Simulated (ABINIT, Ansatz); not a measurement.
An input for ABINIT 10.8.3 (CsSrF3 (Pm-3m)):

```
acell 3*1.0 Angstrom
rprim 
  4.763247010000 0.000000000000 0.000000000000
  0.000000000000 4.763247010000 0.000000000000
  0.000000000000 0.000000000000 4.763247010000
ntypat 3
znucl 55 38 9
natom 5
typat 1 2 3 3 3
xred 
  0.000000000000 0.000000000000 0.000000000000
  0.500000000000 0.500000000000 0.500000000000
  0.000000000000 0.500000000000 0.500000000000
  0.500000000000 0.000000000000 0.500000000000
  0.500000000000 0.500000000000 0.000000000000
pp_dirpath "pseudos"
pseudos "Cs.upf, Sr.upf, F.upf"
ecut 36
ngkpt 2 2 2
nshiftk 1
shiftk 0 0 0
kptopt 1
chksymbreak 0
istwfk *1
occopt 1
irdwfk 1
optdriver 3
nband 91
ecuteps 4.2
inclvkb 2
awtr 1
symchi 1
indata_prefix "in"
outdata_prefix "out"
tmpdata_prefix "tmp"
```

```sh
OMP_NUM_THREADS=1 mpirun -n 4 abinit run.abi > log
```

How long will it take on 4 MPI ranks of Intel Xeon Platinum 8259CL at 2.50GHz (Skylake/Cascade Lake), shared host, and how much memory?

It took 34 s; on shared hardware allow 17 s to 68 s. Peak host memory was 1.2 GiB.

[Paths, hosts, dates, memory and timing lines, banners, echoed tables and standing remarks are left out of the program output.]

[Logs are printed without paths, hosts, clocks, repeated set-up lines and the standing remarks that a program may print on its own settings, such as how far it seeks lower states.]

[Runs of the session that timed out or met a known fault of the program may be left out.]

[Hosts, paths, dates, database ids (printed as entryN), source tags and the programs' standing remarks are cut or masked in the printed files.]

[G0W0 gaps are taken among the corrected bands and points alone; a level outside them can change the order at an edge.]

[Where Ansatz stands beside ABINIT at settings called matched, ABINIT's density can come from a denser mesh and the files from another edition; pairs whose starting gaps differed by over 0.03 eV were left out, so agreement reads better than it is.]
